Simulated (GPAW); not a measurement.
# Core-hole calculation of the B K edge in YCo3B2 (P6/mmm), part 2 of 3

Aim: the near-edge shape at the B K edge of YCo3B2 (P6/mmm), and what the core hole does to it.

GPAW 26.7.0; X-ray absorption from dipole matrix elements to empty bands, plane-wave PAW LDA.

So far. Step 2 (Ground state of the crystal): The mesh shows no gap, so the system is treated as a metal and the core electron is put at the Fermi level (neutral cell). Step 3 (Spectrum without a core hole, B atom 5): Main maxima below 24 eV (height): 1.5 eV (0.95), 4.6 eV (1.48), 6.6 eV (2.04), 13.0 eV (0.98), 16.5 eV (1.37) and 20.8 eV (0.96). A K edge sees empty p states on the absorber.

## (5) Spectrum with XCH, B atom 5

The holes are 5.9 Å apart. In GPAW the data set carries the hole's charge, so charge=0 means a charged cell and charge=-1 a neutral one. The excited electron is kept in the cell, where it fills the lowest empty states and screens the hole. After the field has converged, empty bands are computed with the density fixed and the dipole matrix elements are summed.

xas.py

```python
import numpy as np
from ase import Atoms
from ase.parallel import parprint, paropen
from gpaw import GPAW, PW, FermiDirac, Mixer, MixerDif, setup_paths
from gpaw.test import gen
setup_paths.insert(0, '.')
gen('B', name='fch1s', xcname='LDA', corehole=(1, 0, 1), write_xml=True)
from gpaw.mpi import world
world.barrier()

atoms = Atoms('Y3Co9B6',
    cell=[[2.5165, 4.35870586, -3.038],
     [2.5165, -4.35870586, -3.038],
     [-5.033, 0, -3.038]],
    scaled_positions=[[0, 0, 0],
     [0.33333333, 0.33333333, 0.33333333],
     [0.66666667, 0.66666667, 0.66666667],
     [0, 0.5, 0],
     [0.33333333, 0.83333333, 0.33333333],
     [0.66666667, 0.16666667, 0.66666667],
     [0.16666667, 0.66666667, 0.66666667],
     [0.5, 0, 0],
     [0.83333333, 0.33333333, 0.33333333],
     [0, 0, 0.5],
     [0.33333333, 0.33333333, 0.83333333],
     [0.66666667, 0.66666667, 0.16666667],
     [0.33333333, 0, 0.66666667],
     [0.66666667, 0.33333333, 0],
     [0, 0.66666667, 0.33333333],
     [0.33333333, 0.66666667, 0],
     [0.66666667, 0, 0.33333333],
     [0, 0.33333333, 0.66666667]],
    magmoms=[0.0, 0.0, 0.0, 3.0, 3.0, 3.0, 3.0, 3.0, 3.0, 3.0, 3.0, 3.0, 0.0, 0.0, 0.0, 0.0, 0.0, 0.0],
    pbc=True)
atoms.calc = calc = GPAW(legacy_gpaw=True, mode=PW(430), xc='LDA', setups={12: 'fch1s'},
    kpts={'size': (3, 3, 3), 'gamma': True}, occupations=FermiDirac(0.1),
    charge=-1, mixer=MixerDif(0.05, 8, 50), maxiter=150,
    convergence={'density': 0.0001}, txt='scf.txt')
energy = atoms.get_potential_energy() + calc.get_reference_energy()
ef = calc.get_fermi_level()
out = dict(energy=energy, fermi=ef, forces=atoms.get_forces().tolist(), magmoms=atoms.get_magnetic_moments().tolist())
parprint(f'all-electron energy {energy:.4f} eV, Fermi level {ef:.4f} eV')
ev = np.array([[calc.get_eigenvalues(k, s) for k in range(len(calc.get_ibz_k_points()))] for s in range(calc.get_number_of_spins())])
out['homo'], out['lumo'], out['counts'] = ev[ev < ef].max(), ev[ev > ef].min(), sorted(set((ev < ef).sum((0, 2)).tolist()))
out['filled'] = (ev[:, 0] < ef).sum(1).tolist()

from ase.units import Ha
from gpaw.xas import dipole_matrix_elements
nb = int(calc.get_number_of_electrons() / 2) + 182
top, nb = nb, nb + 8 + nb // 12
nscf = calc.fixed_density(kpts={'size': (4, 4, 4), 'gamma': True}, nbands=nb,
    convergence={'bands': top, 'eigenstates': 1e-5}, maxiter=60, txt='nscf.txt')
cell = atoms.cell.array
ops = [cell.T @ U.T @ np.linalg.inv(cell.T) for U in nscf.wfs.kd.symmetry.op_scc]
E = np.arange(-6, 34, 0.1)
fwhm = np.interp(E, [4, 25], [0.9, 3.5])
Y, X, zero, highest = 0, 0, 1e9, 1e9
for spin in range(nscf.get_number_of_spins()):
    wfs = nscf.wfs
    A = dipole_matrix_elements(wfs.setups[12])
    eps = np.zeros((wfs.kd.nibzkpts, nb))
    d = np.zeros((3, A.shape[1], wfs.kd.nibzkpts, nb), complex)
    for kpt in wfs.kpt_u:
        if kpt.s == spin and 12 in kpt.P_ani:
            eps[kpt.k] = kpt.eps_n * Ha
            d[:, :, kpt.k] = (kpt.weight * wfs.nspins / 2) ** 0.5 * np.inner(A, kpt.P_ani[12])
    world.sum(eps)
    world.sum(d)
    T = np.einsum('amkn,bmkn->abkn', d, d.conj()).real
    T = sum(np.einsum('ai,ijkn,bj->abkn', R, T, R) for R in ops) / len(ops)
    empty = eps > ef
    zero, highest = min(zero, eps[empty].min()), min(highest, eps[:, top - 1].min())
    lines = [(eps, T, empty)] if spin == 0 else lines + [(eps, T, empty)]
for eps, T, empty in lines:
    f = np.einsum('aakn->akn', T).reshape(3, -1)
    x = eps.ravel() - zero
    w = np.interp(x, E, fwhm) / 2.35482
    g = np.exp(-0.5 * ((E[:, None] - x) / w) ** 2) / (w * (2 * np.pi) ** 0.5)
    Y = Y + (f * empty.ravel()) @ g.T
    X = X + (f * ~empty.ravel()) @ g.T
out.update(E=E.round(2).tolist(), xas=Y.tolist(), xes=X.tolist(), zero=zero, valid=highest - zero, nk=len(eps), nb=nb)
for i in range(0, len(E), 10):
    parprint(f'{E[i]:7.2f}', *(f'{v:10.3e}' for v in Y[:, i]))
import json
with paropen('out.json', 'w') as f:
    json.dump(out, f)
```

On the command line:

```sh
$ OMP_NUM_THREADS=1 mpirun -n 4 gpaw python xas.py
```

Numbers of over 12 decimals in the logs are rounded to 6 here.

The program printed:

```text
Input parameters:
  charge: -1
  convergence: {density: 0.0001}
  kpts: {gamma: True,
         size: (3, 3, 3)}
  maxiter: 150
  mixer: {backend: pulay,
          beta: 0.05,
          method: difference,
          nmaxold: 8,
          weight: 50}
  mode: {ecut: 430.0,
         name: pw}
  occupations: {fixmagmom: False,
                name: fermi-dirac,
                width: 0.1}
  setups: {12: fch1s}

Initialize ...

[... PAW data sets ...]

Reference energy: -620278.891403  # eV

Spin-polarized calculation.
Initial magnetic moment: 27.000000

[... convergence settings ...]
Symmetries present (total): 1
  [... symmetry matrices ...]

27 k-points: 3 x 3 x 3 Monkhorst-Pack grid
14 k-points in the irreducible part of the Brillouin zone
       k-points in crystal coordinates                weights
   0:     0.00000000    0.00000000    0.00000000          1/27
   1:     0.00000000    0.00000000    0.33333333          2/27
   2:     0.00000000    0.33333333   -0.33333333          2/27
   3:     0.00000000    0.33333333    0.00000000          2/27
   4:     0.00000000    0.33333333    0.33333333          2/27
   5:     0.33333333   -0.33333333   -0.33333333          2/27
   6:     0.33333333   -0.33333333    0.00000000          2/27
   7:     0.33333333   -0.33333333    0.33333333          2/27
   8:     0.33333333    0.00000000   -0.33333333          2/27
   9:     0.33333333    0.00000000    0.00000000          2/27
          ...
  13:     0.33333333    0.33333333    0.33333333          2/27

Wave functions: Plane wave expansion
  Cutoff energy: 430.000 eV
  Number of coefficients (min, max): 4035, 4057
  Pulay-stress correction: 0.000000 eV/Ang^3 (de/decut=0.000000)
  Using FFTW library
  Wavefunction extrapolation:
    Improved wavefunction reuse through dual PAW basis

Occupation numbers: Fermi-Dirac:
  width: 0.1000  # eV

Eigensolver
   Davidson(niter=2)

Densities:
  Coarse grid: 30*30*30 grid
  Fine grid: 60*60*60 grid
  Total Charge: 0.000000

Density mixing:
  Method: difference
  Backend: pulay
  Linear mixing parameter: 0.05
  old densities: 8
  Width of damping distribution: 1.1
  Damping of long wavelength oscillations: 50

[... Hamiltonian set-up ...]
Number of atoms: 18
Number of atomic orbitals: 144
Number of bands in calculation: 100
Number of valence electrons: 133
Bands to converge: occupied

... initialized

Initializing position-dependent things.

Density initialized from atomic densities
Creating initial wave functions:
  100 bands from LCAO basis set

               Y
                   Co
         Co      B
          B           B
             CoY CoCo
        B           B
         Co  B       Co
           Co    Co
               Y

Atomic positions and initial magnetic moments

Positions:
   0 Y      0.000000    0.000000    0.000000    ( 0.0000,  0.0000,  0.0000)
   1 Y      0.000000   -0.000000   -3.038000    ( 0.0000,  0.0000,  0.0000)
   2 Y      0.000000    0.000000   -6.076000    ( 0.0000,  0.0000,  0.0000)
   3 Co     1.258250   -2.179353   -1.519000    ( 0.0000,  0.0000,  3.0000)
   4 Co     1.258250   -2.179353   -4.557000    ( 0.0000,  0.0000,  3.0000)
   5 Co    -1.258250    2.179353   -4.557000    ( 0.0000,  0.0000,  3.0000)
   6 Co    -1.258250   -2.179353   -4.557000    ( 0.0000,  0.0000,  3.0000)
[...]
15 B      2.516500   -1.452902   -3.038000    ( 0.0000,  0.0000,  0.0000)
  16 B      0.000000    2.905804   -3.038000    ( 0.0000,  0.0000,  0.0000)
  17 B     -2.516500   -1.452902   -3.038000    ( 0.0000,  0.0000,  0.0000)

Unit cell:
           periodic     x           y           z      points  spacing
  1. axis:    yes    2.516500    4.358706   -3.038000    30     0.1938
  2. axis:    yes    2.516500   -4.358706   -3.038000    30     0.1938
  3. axis:    yes   -5.033000    0.000000   -3.038000    30     0.1938

[...]
iter:  18  -173.277606c  -6.38  -4.03c   -0.0662
iter:  19  -173.277622c  -6.82  -4.18c   -0.0663
iter:  20  -173.277616c  -7.27  -4.27c   -0.0669
iter:  21  -173.277609c  -7.44c -4.47c   -0.0687

Converged after 21 iterations.

Dipole moment: (-0.043182, -0.024929, -0.000000) |e|*Ang

Total magnetic moment: (0.000000, 0.000000, -0.068652)
Local magnetic moments:
   0 Y  ( 0.000000,  0.000000,  0.003524)
   1 Y  ( 0.000000,  0.000000,  0.003524)
   2 Y  ( 0.000000,  0.000000,  0.003524)
   3 Co ( 0.000000,  0.000000,  0.003835)
   4 Co ( 0.000000,  0.000000,  0.024538)
   5 Co ( 0.000000,  0.000000,  0.024529)
   6 Co ( 0.000000,  0.000000,  0.024529)
   7 Co ( 0.000000,  0.000000,  0.024538)
   8 Co ( 0.000000,  0.000000,  0.003835)
   9 Co ( 0.000000,  0.000000,  0.024501)
  10 Co ( 0.000000,  0.000000,  0.024501)
  11 Co ( 0.000000,  0.000000,  0.003828)
  12 B  ( 0.000000,  0.000000, -0.169784)
  13 B  ( 0.000000,  0.000000,  0.000017)
  14 B  ( 0.000000,  0.000000,  0.000017)
  15 B  ( 0.000000,  0.000000, -0.000948)
  16 B  ( 0.000000,  0.000000, -0.000948)
  17 B  ( 0.000000,  0.000000, -0.000949)

Energy contributions relative to reference atoms: (reference = -620278.891403)

Kinetic:        +88.933037
Potential:      -79.674051
External:        +0.000000
XC:            -183.846196
Entropy (-ST):   -0.350247
Local:           +1.484724
SIC:             +0.000000
--------------------------
Free energy:   -173.452732
Extrapolated:  -173.277609

Spin contamination: 0.559823 electrons
Showing only first 2 kpts
                      Up                     Down
 Kpt  Band  Eigenvalues  Occupancy  Eigenvalues  Occupancy
  0    64     10.00746    0.63002     10.01104    0.62165
  0    65     10.00748    0.62999     10.01107    0.62158
  0    66     10.49534    0.01279     10.29647    0.08645
  0    67     10.50902    0.01117     10.52714    0.00934

  1    64      9.63919    0.98544      9.64409    0.98472
  1    65      9.89325    0.84217      9.88430    0.85370
  1    66      9.95288    0.74614      9.94480    0.76114
  1    67     10.31455    0.07320     10.27896    0.10132

Fermi level: 10.06069

No gap
No difference between direct/indirect transitions

Forces in eV/Ang:
  0 Y     0.08642    0.04989    0.00001
  1 Y    -0.08642    0.04989   -0.00001
  2 Y    -0.00000   -0.09979    0.00000
  3 Co    0.04969    0.02867   -0.00002
  4 Co   -0.33963   -0.21625   -0.42561
  5 Co   -0.35704   -0.18597    0.42559
  6 Co    0.35704   -0.18597   -0.42559
[...]
15 B    -0.19443    0.11225    0.00003
 16 B     0.19443    0.11225   -0.00003
 17 B     0.00000   -0.22449    0.00000
Scalar-relativistic atomic LDA calculation for B (Boron, Z=5)
Core hole in 1s state (1s occupation: 1.0)
300 radial gridpoints.
|------------------------------------------------|
|------------------------------------------------|
[... the atom generator's iteration count ...]

Energy contributions:
-------------------------
Kinetic:      +16.693400
XC:            -2.260601
Potential:    -31.255183
-------------------------
Total:        -16.822384

state      eigenvalue         ekin         rmax
-----------------------------------------------
1s^1.0 :    -8.526766    11.791826        0.204
2s^2.0 :    -0.864526     1.675176        1.279
2p^1.0 :    -0.653666     1.551222        1.105
-----------------------------------------------
(units: Bohr and Hartree)

Generating PAW setup
Kinetic energy of the core from tauc = 11.795725
Cutoffs:
rc(s)=1.200
rc(p)=1.200
rc(d)=1.200
rc(vbar)=1.080
rc(comp)=1.200
rc(nct)=1.200

Kinetic energy of the core states: 11.791826
Charge: 1.0
Core electrons: 1.0
Valence electrons: 3.0
Pseudo-core charge: 0.037612
Shape function alpha=6.944
Pseudo-electron charge 3.041132
state    eigenvalue         norm
--------------------------------
2s(2) :    -0.864526     1.030522
*s    :     0.135474
2p(1) :    -0.653666     0.942475
*p    :     0.346334
*d    :     0.000000
--------------------------------

Diagonalizing with gridspacing h=0.050

state   all-electron     PAW
-------------------------------
2s:      -0.864526    -0.865247
2p:      -0.653666    -0.654690
*d:                   -0.075592
*f:                   -0.015154
-------------------------------
all-electron energy -620452.1690 eV, Fermi level 10.0607 eV
  -6.00  1.043e-58  1.043e-58  2.065e-58
  -5.00  2.749e-42  2.749e-42  5.020e-42
  -4.00  7.988e-29  7.990e-29  1.329e-28
  -3.00  2.596e-18  2.597e-18  3.883e-18
  -2.00  9.731e-11  9.734e-11  1.285e-10
  -1.00  4.658e-06  4.660e-06  5.256e-06
  -0.00  4.601e-04  4.602e-04  4.842e-04
[...]
31.00  3.700e-04  3.700e-04  3.929e-04
  32.00  3.304e-04  3.304e-04  3.860e-04
  33.00  3.538e-04  3.538e-04  4.404e-04
```

It took 16 min on 4 MPI ranks of Intel Xeon Platinum 8559C (Emerald Rapids), shared host; peak memory 1 GiB.

The B K spectrum, B atom 5, excited-electron core hole (neutral cell) (energy from the lowest empty level; intensity scaled to a mean of 1 over the first 20 eV; polarised curves are means over the symmetry-equivalent atoms):

```csv
E (eV),isotropic,ε ⊥ c,ε ∥ c
-2.0,0.00,0.00,0.00
-1.5,0.00,0.00,0.00
-1.0,0.00,0.00,0.01
-0.5,0.09,0.09,0.09
0.0,0.45,0.44,0.47
0.5,0.96,0.93,1.02
1.0,1.40,1.49,1.22
1.5,1.34,1.45,1.11
2.0,1.08,0.99,1.25
2.5,1.12,1.03,1.29
3.0,1.36,1.49,1.08
3.5,1.90,2.44,0.84
4.0,2.05,2.43,1.28
4.5,1.74,1.75,1.72
5.0,1.58,1.54,1.67
5.5,1.73,1.87,1.45
6.0,1.68,1.95,1.15
6.5,1.33,1.56,0.87
7.0,0.91,1.09,0.56
7.5,0.55,0.68,0.28
8.0,0.34,0.43,0.17
8.5,0.28,0.33,0.16
9.0,0.31,0.34,0.25
9.5,0.41,0.38,0.46
10.0,0.54,0.43,0.77
10.5,0.71,0.48,1.17
11.0,0.88,0.52,1.59
11.5,1.00,0.54,1.91
12.0,1.03,0.57,1.95
12.5,0.98,0.61,1.72
13.0,0.90,0.64,1.43
13.5,0.87,0.68,1.24
14.0,0.89,0.75,1.15
14.5,0.95,0.87,1.09
15.0,1.03,1.02,1.06
15.5,1.10,1.13,1.04
16.0,1.10,1.15,0.99
16.5,1.01,1.07,0.89
17.0,0.87,0.93,0.76
17.5,0.73,0.78,0.63
18.0,0.65,0.70,0.56
18.5,0.63,0.68,0.53
19.0,0.66,0.72,0.53
19.5,0.70,0.78,0.54
20.0,0.72,0.82,0.52
20.5,0.71,0.82,0.50
21.0,0.68,0.78,0.49
21.5,0.64,0.71,0.50
22.0,0.59,0.63,0.52
22.5,0.56,0.57,0.53
23.0,0.53,0.54,0.53
23.5,0.51,0.52,0.50
24.0,0.50,0.52,0.45
24.5,0.48,0.52,0.41
25.0,0.47,0.52,0.37
25.5,0.45,0.51,0.34
26.0,0.44,0.50,0.33
26.5,0.44,0.49,0.33
27.0,0.44,0.49,0.35
27.5,0.46,0.50,0.37
28.0,0.47,0.51,0.39
28.5,0.47,0.51,0.40
29.0,0.47,0.49,0.42
29.5,0.45,0.47,0.42
30.0,0.43,0.43,0.41
30.5,0.39,0.39,0.39
31.0,0.36,0.36,0.38
31.5,0.34,0.33,0.37
32.0,0.34,0.32,0.37
```

Main maxima below 24 eV (height): 1.2 eV (1.45), 3.8 eV (2.08), 5.7 eV (1.76), 11.9 eV (1.03), 15.8 eV (1.11) and 20.1 eV (0.72). 

The total-energy difference is 184.91 eV.

## (6) Cell without a hole, the energy reference

The cell and mesh change for the next run, so it gets a reference energy of its own.

scf.py

```python
import numpy as np
from ase import Atoms
from ase.parallel import parprint, paropen
from gpaw import GPAW, PW, FermiDirac, Mixer, MixerDif, setup_paths
from gpaw.test import gen
setup_paths.insert(0, '.')
gen('B', name='nch1s', xcname='LDA', corehole=(1, 0, 0), write_xml=True)
from gpaw.mpi import world
world.barrier()

atoms = Atoms('YCo3B2',
    cell=[[0, 0, -3.038],
     [2.5165, -4.35870586, 0],
     [-2.5165, -4.35870586, 0]],
    scaled_positions=[[0, 0, 0],
     [0.5, 0.5, 0],
     [0.5, 0, 0.5],
     [0.5, 0.5, 0.5],
     [0, 0.33333333, 0.33333333],
     [0, 0.66666667, 0.66666667]],
    magmoms=[0.0, 3.0, 3.0, 3.0, 0.0, 0.0],
    pbc=True)
atoms.calc = calc = GPAW(legacy_gpaw=True, mode=PW(430), xc='LDA', setups={4: 'nch1s'},
    kpts={'size': (6, 4, 4), 'gamma': True}, occupations=FermiDirac(0.1),
    charge=0, mixer=MixerDif(0.05, 8, 50), maxiter=150,
    convergence={'density': 0.0001}, txt='scf.txt')
energy = atoms.get_potential_energy() + calc.get_reference_energy()
ef = calc.get_fermi_level()
out = dict(energy=energy, fermi=ef, forces=atoms.get_forces().tolist(), magmoms=atoms.get_magnetic_moments().tolist())
parprint(f'all-electron energy {energy:.4f} eV, Fermi level {ef:.4f} eV')
ev = np.array([[calc.get_eigenvalues(k, s) for k in range(len(calc.get_ibz_k_points()))] for s in range(calc.get_number_of_spins())])
out['homo'], out['lumo'], out['counts'] = ev[ev < ef].max(), ev[ev > ef].min(), sorted(set((ev < ef).sum((0, 2)).tolist()))
out['filled'] = (ev[:, 0] < ef).sum(1).tolist()
import json
with paropen('out.json', 'w') as f:
    json.dump(out, f)
```

On the command line:

```sh
$ OMP_NUM_THREADS=1 mpirun -n 4 gpaw python scf.py
```

The program printed:

```text
Input parameters:
  convergence: {density: 0.0001}
  kpts: {gamma: True,
         size: (6, 4, 4)}
  maxiter: 150
  mixer: {backend: pulay,
          beta: 0.05,
          method: difference,
          nmaxold: 8,
          weight: 50}
  mode: {ecut: 430.0,
         name: pw}
  occupations: {fixmagmom: False,
                name: fermi-dirac,
                width: 0.1}
  setups: {4: nch1s}

Initialize ...

[...]
2s(2) :    -0.344821     1.005361
*s    :     0.655179
2p(1) :    -0.136481     0.982498
*p    :     0.863519
*d    :     0.000000
--------------------------------

Diagonalizing with gridspacing h=0.050

state   all-electron     PAW
-------------------------------
2s:      -0.344821    -0.345234
2p:      -0.136481    -0.136840
*d:                    0.041809
*f:                    0.072211
-------------------------------
all-electron energy -206879.0694 eV, Fermi level 9.9867 eV
[key lines of the parts left out:]
Converged after 17 iterations.
Dipole moment: (0.000000, -0.000000, -0.000000) |e|*Ang
Free energy:    -51.210205
Fermi level: 9.98672
```

Run time: 13 s. Hardware: 4 MPI ranks; peak memory 0.26 GiB; 50 s of CPU time.

(Part 2 of 3 ends here.)

[Banner, clock and machine lines of the logs are left out without a mark of their own.]

[Logs are printed without paths, hosts, clocks, repeated set-up lines and the standing remarks that a program may print on its own settings, such as how far it seeks lower states.]

[Hosts, paths, dates, database ids (printed as entryN), source tags and the programs' standing remarks are cut or masked in the printed files.]

[Lists of maxima count a maximum above −3 eV only where it reaches 4 % of the highest in the window and stands out from its surroundings by 2 % of it (1.5 % where it reaches 55 %); shoulders and weaker maxima are passed over, and of the rest the first, up to two pre-edge ones and the few strongest are named.]
